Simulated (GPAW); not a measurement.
# An In chain with a Pt atom bridging one bond: transmission at several levels, part 2 of 2

How well does an In chain with a Pt atom bridging one bond conduct at low bias, and how far do basis and functional move the answer?

GPAW 26.7.0; GPAW LCAO, PAW setups; Landauer transmission from Green's functions with principal layers (ASE), zero bias.

So far, transmission at the Fermi level (one spin): step 2 (GPAW, dzp, PBE, GPAW) 1.15; step 3 (basis szp(dzp), PBE, GPAW) 1.12; step 4 (basis sz(dzp), PBE, GPAW) 1.19; step 5 (RPBE) 1.15.

### Step 8. Grid spacing 0.22: h = 0.22

The real-space grid carries density and potential; a coarse one breaks translation symmetry along the lead and scatters electrons that should pass.

This step: GPAW LCAO, PAW setups; Landauer transmission from Green's functions with principal layers (ASE), zero bias (GPAW 26.7.0).

File run.py:

```python
import json
import numpy as np
from ase import Atoms
from ase.transport.calculators import TransportCalculator
from gpaw import GPAW, FermiDirac
from gpaw.lcao.tools import get_lcao_hamiltonian
from scipy.linalg import eigh

# The junction with lead layers at both ends, along the third cell vector
device = Atoms(
    ['In', 'In', 'In', 'In', 'In', 'Pt', 'In', 'In', 'In', 'In', 'In'],
    positions=[
        [4.50000, 4.50000, 1.47500],
        [4.50000, 4.50000, 4.42500],
        [4.50000, 4.50000, 7.37500],
        [4.50000, 4.50000, 10.32500],
        [4.50000, 4.50000, 13.27500],
        [6.60625, 4.50000, 14.85000],
        [4.50000, 4.50000, 16.42500],
        [4.50000, 4.50000, 19.37500],
        [4.50000, 4.50000, 22.32500],
        [4.50000, 4.50000, 25.27500],
        [4.50000, 4.50000, 28.22500]],
    cell=[[9.0, 0.0, 0.0], [0.0, 9.0, 0.0], [0.0, 0.0, 29.7]],
    pbc=True)

# One principal layer of the lead: the first 3 atoms of the device
lead = Atoms(
    ['In', 'In', 'In'],
    positions=[
        [4.50000, 4.50000, 1.47500],
        [4.50000, 4.50000, 4.42500],
        [4.50000, 4.50000, 7.37500]],
    cell=[[9.0, 0.0, 0.0], [0.0, 9.0, 0.0], [0.0, 0.0, 8.85]],
    pbc=True)

settings = dict(mode='lcao', basis='dzp', xc='PBE', h=0.22,
                occupations=FermiDirac(0.1), maxiter=250,
                mixer=dict(beta=0.1, nmaxold=8, weight=100.0),
                convergence=dict(density=0.0001))
energies = np.arange(-2, 2 + 1e-9, 0.05)
eta = 0.0001
n1, n2 = 1, 1
# k and -k transmit alike, so half of the mesh across the current serves
mesh = [(i, j) for i in range(n1) for j in range(n2) if (i, j) <= (-i % n1, -j % n2)]
weights = np.array([1 if (i, j) == (-i % n1, -j % n2) else 2 for i, j in mesh]) / (n1 * n2)

# [... helper functions left out ...]
fermi_lead = ground_state(lead, (1, 1, 13), 'lead.txt')
fermi_device = ground_state(device, (1, 1, 3), 'device.txt')
# [... loop over the mesh left out, but for ...]
        # Shift the lead onto the potential of the device's first layer
        shift = ((H[:, 0, 0] - H0[:, 0, 0]) / S0[0, 0]).real.mean()
# [...]
kT = 8.617333e-5 * 300
bias = [0.1, 0.2, 0.5, 1.0, 1.5, 2.0]
# [... integrals and printing left out ...]
```

Command:

```console
$ OMP_NUM_THREADS=1 OPENBLAS_NUM_THREADS=1 python run.py
```

The log of the run:

```text
basis functions: device 257, principal layer 69
Fermi level: lead -2.2014 eV, device -2.1883 eV; lead shifted by -0.0081 eV
largest coupling past the next layer 1.88e-06 eV, largest misfit of the first layer 0.034 eV
  E-E_F (eV)   T (one spin)  [channel counts left out]
    -2.000    1.7503e-02
    -1.950    3.6016e-08
    -1.900    1.0971e-08
    -1.850    8.2284e-09
    -1.800    1.0584e-08
    -1.750    2.8417e-08
    -1.700    2.2555e-06
    -1.650    5.6558e-08
    -1.600    2.4208e-08
    -1.550    4.0594e-08
    -1.500    4.6914e-07
    -1.450    1.1689e-06
    -1.400    7.1228e-06
    -1.350    1.6932e-07
    -1.300    5.5672e-08
    -1.250    3.6860e-03
[...]
1.650    2.4142e+00
     1.700    2.4138e+00
     1.750    2.4101e+00
     1.800    2.4032e+00
     1.850    2.2696e+00
     1.900    2.3728e+00
     1.950    2.3511e+00
     2.000    2.3214e+00
conductance at 300 K: 1.1363 G0 a cell; thermopower -8.062 uV/K
current from the zero-bias T(E) at 0.1 V: 8.7758 uA
current from the zero-bias T(E) at 0.2 V: 17.396 uA
current from the zero-bias T(E) at 0.5 V: 41.885 uA
current from the zero-bias T(E) at 1.0 V: 78.52 uA
current from the zero-bias T(E) at 1.5 V: 115.56 uA
current from the zero-bias T(E) at 2.0 V: 157.21 uA
```

Elapsed: 36 s, on 1 thread of Arm Neoverse V2, shared host; peak memory 0.85 GiB.

This step gave:

| Quantity | Value |
| --- | --- |
| conductance | 1.136 G₀ |
| largest misfit of the first principal layer | 0.03381 eV |
| shift that aligns the lead | -0.008110 eV |
| transmission at the Fermi level (one spin) | 1.150 |

One spin. The transmission, zone mean by energy, zero at the Fermi level:

```csv
energy (eV),"transmission, zone mean"
-2.000,0.0175
-1.800,1.1e-8
-1.600,2.4e-8
-1.400,7.1e-6
-1.200,0.00322
-1.000,0.0207
-0.800,0.421
-0.700,0.988
-0.600,6.5e-4
-0.400,0.519
-0.200,0.803
0.000,1.15
0.200,1.27
0.400,1.36
0.600,1.55
0.800,1.80
1.000,2.06
1.200,2.25
1.400,2.37
1.600,2.41
1.650,2.41
1.800,2.40
2.000,2.32
```

Not self-consistent under bias; the bias window is split evenly. The current through one cell, from the zero-bias transmission by bias:

```csv
bias (V),"current through one cell, from the zero-bias transmission (μA)"
0.100,8.78
0.200,17.4
0.500,41.9
1.000,78.5
1.500,116
2.000,157
```

Transmission of the three most open eigenchannels against energy, zero at the Fermi level:

```
energy (eV)  channel 1  channel 2  channel 3
      -2.00     0.0175          0          0
      -1.85     8.2e-9          0          0
      -1.70     2.3e-6          0          0
      -1.60     2.4e-8          0          0
      -1.45     1.2e-6          0          0
      -1.30     5.6e-8          0          0
      -1.15     7.9e-4          0          0
      -1.05    0.00519          0          0
      -0.90      0.118          0          0
      -0.75      0.737          0          0
      -0.60     6.5e-4          0          0
      -0.50      0.265          0          0
      -0.35      0.613          0          0
      -0.20      0.803     4.9e-9     1.7e-9
      -0.05      0.849      0.127     0.0982
       0.00      0.856      0.168      0.125
       0.05      0.864      0.194      0.140
       0.20      0.888      0.218      0.161
       0.35      0.911      0.207      0.203
       0.50      0.925      0.286      0.233
       0.60      0.932      0.367      0.248
       0.75      0.941      0.518      0.277
       0.90      0.948      0.680      0.311
       1.05      0.954      0.818      0.347
       1.15      0.957      0.888      0.370
       1.30      0.961      0.957      0.402
       1.45      0.991      0.964      0.428
       1.60      0.999      0.967      0.446
       1.70      0.994      0.968      0.452
       1.85      0.971      0.893      0.406
       2.00      0.971      0.963      0.387
```

The conductance equals that of the dzp run to 0.2 %.

### Step 9. Grid spacing 0.22, density threshold 1e-06

The real-space grid carries density and potential; a coarse one breaks translation symmetry along the lead and scatters electrons that should pass. The Hamiltonian is taken from the last density. The density threshold is one of the tests that end the cycle; the energy must settle too, so a loose value may not be the test that decides.

run.py, as its differences from that of step 8:

```diff
@@ -39,3 +39,3 @@
                 mixer=dict(beta=0.1, nmaxold=8, weight=100.0),
-                convergence=dict(density=0.0001))
+                convergence=dict(density=1e-06))
 energies = np.arange(-2, 2 + 1e-9, 0.05)
```

The log of the run:

```text
basis functions: device 257, principal layer 69
Fermi level: lead -2.2013 eV, device -2.1883 eV; lead shifted by -0.0075 eV
largest coupling past the next layer 1.88e-06 eV, largest misfit of the first layer 0.032 eV
  E-E_F (eV)   T (one spin)  [channel counts left out]
    -2.000    1.7980e-02
    -1.950    3.7111e-08
    -1.900    1.1086e-08
    -1.850    8.2813e-09
    -1.800    1.0647e-08
    -1.750    2.8699e-08
    -1.700    2.4914e-06
    -1.650    5.5749e-08
    -1.600    2.4069e-08
    -1.550    4.0537e-08
    -1.500    4.7153e-07
    -1.450    1.1602e-06
    -1.400    7.0274e-06
    -1.350    1.6891e-07
    -1.300    5.4420e-08
    -1.250    3.6136e-03
[...]
1.650    2.4138e+00
     1.700    2.4131e+00
     1.750    2.4092e+00
     1.800    2.4016e+00
     1.850    2.3652e+00
     1.900    2.3733e+00
     1.950    2.3509e+00
     2.000    2.3210e+00
conductance at 300 K: 1.137 G0 a cell; thermopower -7.939 uV/K
current from the zero-bias T(E) at 0.1 V: 8.7804 uA
current from the zero-bias T(E) at 0.2 V: 17.403 uA
current from the zero-bias T(E) at 0.5 V: 41.878 uA
current from the zero-bias T(E) at 1.0 V: 78.537 uA
current from the zero-bias T(E) at 1.5 V: 115.57 uA
current from the zero-bias T(E) at 2.0 V: 157.24 uA
```

It took 46 s on 1 thread; peak memory 0.85 GiB.

This step gave:

| Property | Result |
| --- | --- |
| conductance | 1.137 G₀ |
| largest misfit of the first principal layer | 0.03184 eV |
| shift that aligns the lead | -0.007469 eV |

One spin. Transmission, zone mean against energy, zero at the Fermi level:

| energy (eV) | transmission, zone mean |
| --- | --- |
| -2.00 | 0.0180 |
| -1.90 | 1.1e-8 |
| -1.80 | 1.1e-8 |
| -1.70 | 2.5e-6 |
| -1.55 | 4.1e-8 |
| -1.45 | 1.2e-6 |
| -1.35 | 1.7e-7 |
| -1.25 | 0.00361 |
| -1.15 | 7.8e-4 |
| -1.05 | 0.00520 |
| -0.90 | 0.118 |
| -0.80 | 0.423 |
| -0.70 | 0.987 |
| -0.60 | 7.7e-4 |
| -0.50 | 0.265 |
| -0.40 | 0.519 |
| -0.25 | 0.751 |
| -0.15 | 0.873 |
| -0.05 | 1.08 |
| 0.00 | 1.15 |
| 0.05 | 1.20 |
| 0.15 | 1.25 |
| 0.25 | 1.28 |
| 0.40 | 1.36 |
| 0.50 | 1.44 |
| 0.60 | 1.55 |
| 0.70 | 1.67 |
| 0.80 | 1.80 |
| 0.90 | 1.94 |
| 1.05 | 2.12 |
| 1.15 | 2.21 |
| 1.25 | 2.29 |
| 1.35 | 2.35 |
| 1.45 | 2.38 |
| 1.55 | 2.41 |
| 1.65 | 2.41 |
| 1.70 | 2.41 |
| 1.80 | 2.40 |
| 1.90 | 2.37 |
| 2.00 | 2.32 |

Not self-consistent under bias; the bias window is split evenly. Current through one cell, from the zero-bias transmission against bias:

| bias (V) | current through one cell, from the zero-bias transmission (μA) |
| --- | --- |
| 0.100 | 8.78 |
| 0.200 | 17.4 |
| 0.500 | 41.9 |
| 1.000 | 78.5 |
| 1.500 | 116 |
| 2.000 | 157 |

Table of transmission of the three most open eigenchannels by energy, zero at the Fermi level:

```
energy (eV)  channel 1  channel 2  channel 3
      -2.00     0.0180          0          0
      -1.90     1.1e-8          0          0
      -1.80     1.1e-8          0          0
      -1.70     2.5e-6          0          0
      -1.55     4.1e-8          0          0
      -1.45     1.2e-6          0          0
      -1.35     1.7e-7          0          0
      -1.25    0.00361          0          0
      -1.15     7.8e-4          0          0
      -1.05    0.00520          0          0
      -0.90      0.118          0          0
      -0.80      0.423          0          0
      -0.70      0.987          0          0
      -0.60     7.7e-4          0          0
      -0.50      0.265          0          0
      -0.40      0.519          0          0
      -0.25      0.751    4.6e-11    9.6e-12
      -0.15      0.830     0.0261     0.0169
      -0.05      0.849      0.129     0.0989
       0.00      0.856      0.169      0.125
       0.05      0.864      0.194      0.139
       0.15      0.880      0.214      0.152
       0.25      0.896      0.218      0.170
       0.40      0.915      0.225      0.223
       0.50      0.925      0.286      0.233
       0.60      0.932      0.367      0.248
       0.70      0.938      0.465      0.266
       0.80      0.943      0.573      0.288
       0.90      0.948      0.680      0.311
       1.05      0.953      0.818      0.347
       1.15      0.957      0.888      0.370
       1.25      0.959      0.938      0.392
       1.35      0.972      0.962      0.411
       1.45      0.991      0.964      0.428
       1.55      0.998      0.966      0.441
       1.70      0.994      0.968      0.451
       1.80      0.985      0.969      0.447
       1.90      0.974      0.970      0.429
       2.00      0.971      0.963      0.387
```

The conductance equals that of the dzp run to 0.2 %.

### Step 10. What came out

```yaml
conductance: 1.14 G₀
transmission_at_the_fermi_level_mean_of_the_spins: 1.15
```

In words: In the dzp basis the junction conducts 1.14 G₀ at 300 K, with T = 1.15 a spin at the Fermi level; the sz basis reaches that conductance within 10 %. At the Fermi level the three most open eigenchannels pass 0.86, 0.17 and 0.13. Measured against the first run (dzp), the nearest curve is that of dzp-RPBE (r.m.s. 0.031) and the farthest that of sz (0.17). Over the compared runs wall time goes from 25 s (sz) to 46 s (dzp-RPBE), on a shared host. The geometry was built from estimated bond lengths and not relaxed, so the numbers describe this model structure. The run had no spin polarisation, so a magnetic state, which chains and small molecules with open shells often have, wasn't tested. Spin-orbit coupling is left out, which matters for the heavy atoms here. An evenly spaced straight chain is an idealisation: free chains tend to dimerise, zigzag or, where a band edge lies near the Fermi level, turn magnetic. The currents use the zero-bias T(E) throughout, which holds only while the bias is small against the distance to the nearest feature. The thermopower isn't quoted: it samples T(E) farther from the Fermi level than the conductance does, and the energy grid wasn't tested for it.

[Logs are printed without paths, hosts, clocks, repeated set-up lines and the standing remarks that a program may print on its own settings, such as how far it seeks lower states.]

[Hosts, paths, dates, database ids (printed as entryN), source tags and the programs' standing remarks are cut or masked in the printed files.]
